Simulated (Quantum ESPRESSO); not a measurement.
## BaTiO3 (R3m): zone-centre phonons

Aim: the zone-centre modes of BaTiO3 (R3m).

Method: DFT LDA, scalar-relativistic, plane waves, GBRV ultrasoft pseudopotentials, in Quantum ESPRESSO 7.5.

This is a report of a sequence of runs, with most program output left out.

### Step 1. Set-up

Symmetry: R3m, No. 160, trigonal system. The conventional cell has a = 5.655 Å, b = 5.655 Å, c = 6.955 Å, α = 90.00°, β = 90.00°, γ = 120.00°. Nearest to Ba lie 12 O at 2.79 to 2.89 Å. Ti has 6 O at 1.87 to 2.14 Å nearest. O has 2 Ti at 1.87 to 2.14 Å and 4 Ba at 2.79 to 2.89 Å nearest. Farther neighbours and most contacts between anions are not listed.

Coordinates:

```cif
data_structure
_symmetry_space_group_name_H-M 'R3m:H'
_symmetry_Int_Tables_number 160
_cell_length_a 5.6547
_cell_length_b 5.6547
_cell_length_c 6.9552
_cell_angle_alpha 90.000
_cell_angle_beta 90.000
_cell_angle_gamma 120.000
_cell_volume 192.60
loop_
_atom_site_label
_atom_site_type_symbol
_atom_site_symmetry_multiplicity
_atom_site_Wyckoff_symbol
_atom_site_fract_x
_atom_site_fract_y
_atom_site_fract_z
_atom_site_occupancy
Ba1 Ba 3 a 0.00000 0.00000 0.00000 1
Ti1 Ti 3 a 0.33333 0.66667 0.15117 1
O1 O 9 b 0.49703 0.99407 0.01157 1
```

### Step 2. A probe with smearing

Before anything dear is run, a loose run with smearing shows whether this is a metal and how far the cell is from rest.

probe.in

```
 &control
    calculation='scf',
    prefix='x',
    outdir='./tmp',
    pseudo_dir='./pseudo',
    tprnfor=.true.,
    tstress=.true.,
    verbosity='high',
 /
 &system
    ibrav=0,
    nat=5,
    ntyp=3,
    ecutwfc=45.0,
    ecutrho=270.0,
    occupations='smearing',
    smearing='gaussian',
    degauss=0.01,
 /
 &electrons
    conv_thr=1.0d-07,
    mixing_beta=0.7,
    electron_maxstep=100,
 /
ATOMIC_SPECIES
 Ba    137.3270  Ba.upf
 Ti     47.8670  Ti.upf
 O      15.9990  O.upf
CELL_PARAMETERS angstrom
     2.827366610    1.632380870    2.318393490
    -2.827366610    1.632380870    2.318393490
     0.000000000   -3.264761740    2.318393490
ATOMIC_POSITIONS crystal
 Ba     0.000000000   0.000000000   0.000000000
 Ti     0.484500000   0.484500000   0.484500000
 O      0.508600000   0.508600000   0.017500000
 O      0.017500000   0.508600000   0.508600000
 O      0.508600000   0.017500000   0.508600000
K_POINTS automatic
 6 6 6 0 0 0
```

On the command line:

```console
OMP_NUM_THREADS=1 mpirun -n 8 pw.x -nk 8 -in probe.in > probe.out
```

It took 6.3 s on 8 MPI ranks of Arm Neoverse V1, shared host; 49 s of CPU time.

This step gave:

```
volume per atom   : 12.84 Å³
pressure          : -4.731 GPa
gap on the k-mesh : 2.341 eV
```

A gap of 2.3 eV opens on this mesh, so the crystal is taken as an insulator; the start stands at -4.7 GPa.

### Step 3. Relaxation

Frequencies change by per cents with a per cent of volume, so the structure is first brought to rest at this level of theory.

relax.in

```
 &control
    calculation='vc-relax',
    prefix='x',
    outdir='./tmp',
    pseudo_dir='./pseudo',
    tprnfor=.true.,
    tstress=.true.,
    forc_conv_thr=2.0d-05,
    etot_conv_thr=1.0d-07,
    nstep=40,
 /
 &system
    ibrav=0,
    nat=5,
    ntyp=3,
    ecutwfc=54,
    ecutrho=324.0,
    occupations='fixed',
    nbnd=22,
 /
 &electrons
    conv_thr=1.0d-11,
    mixing_beta=0.7,
    electron_maxstep=100,
 /
 &ions
 /
 &cell
    press_conv_thr=0.2,
 /
ATOMIC_SPECIES
 Ba    137.3270  Ba.upf
 Ti     47.8670  Ti.upf
 O      15.9990  O.upf
CELL_PARAMETERS angstrom
     2.827366610    1.632380870    2.318393490
    -2.827366610    1.632380870    2.318393490
     0.000000000   -3.264761740    2.318393490
ATOMIC_POSITIONS crystal
 Ba     0.000000000   0.000000000   0.000000000
 Ti     0.484500000   0.484500000   0.484500000
 O      0.508600000   0.508600000   0.017500000
 O      0.017500000   0.508600000   0.508600000
 O      0.508600000   0.017500000   0.508600000
K_POINTS automatic
 6 6 6 0 0 0
```

On the command line:

```console
OMP_NUM_THREADS=1 mpirun -n 8 pw.x -nk 8 -in relax.in > relax.out
```

It took 3.6 min on 8 MPI ranks.

The run stopped without converging: the relaxation ran out of steps.

### Step 4. Relaxation

The search is taken up again from its last cell, with wider thresholds.

relax.in

```
 &control
    calculation='vc-relax',
    prefix='x',
    outdir='./tmp',
    pseudo_dir='./pseudo',
    tprnfor=.true.,
    tstress=.true.,
    forc_conv_thr=1.0d-04,
    etot_conv_thr=1.0d-06,
    nstep=40,
 /
 &system
    ibrav=0,
    nat=5,
    ntyp=3,
    ecutwfc=54,
    ecutrho=324.0,
    occupations='fixed',
    nbnd=22,
 /
 &electrons
    conv_thr=1.0d-11,
    mixing_beta=0.7,
    electron_maxstep=100,
 /
 &ions
 /
 &cell
    press_conv_thr=0.5,
 /
ATOMIC_SPECIES
 Ba    137.3270  Ba.upf
 Ti     47.8670  Ti.upf
 O      15.9990  O.upf
CELL_PARAMETERS angstrom
     2.795122996    1.613765014    2.286339651
    -2.795122996    1.613765014    2.286339651
     0.000000000   -3.227530028    2.286339651
ATOMIC_POSITIONS crystal
 Ba    -0.000676876  -0.000676876  -0.000676876
 Ti     0.490314870   0.490314870   0.490314870
 O      0.508298841   0.508298841   0.012964325
 O      0.012964325   0.508298841   0.508298841
 O      0.508298841   0.012964325   0.508298841
K_POINTS automatic
 6 6 6 0 0 0
```

Elapsed: 19 s, on 8 MPI ranks.

The run stopped without converging: the BFGS search stopped short of its thresholds.

### Step 5. Outcome

- last step: not converged: the BFGS search stopped short of its thresholds

What this shows: The chain ended before any phonons were found, so nothing is said of the vibrations.

[Host names and launcher messages were left out of these logs when they were recorded.]

[Logs are printed without paths, hosts, clocks, repeated set-up lines and the standing remarks that a program may print on its own settings, such as how far it seeks lower states.]

[Hosts, paths, dates, database ids (printed as entryN), source tags and the programs' standing remarks are cut or masked in the printed files.]
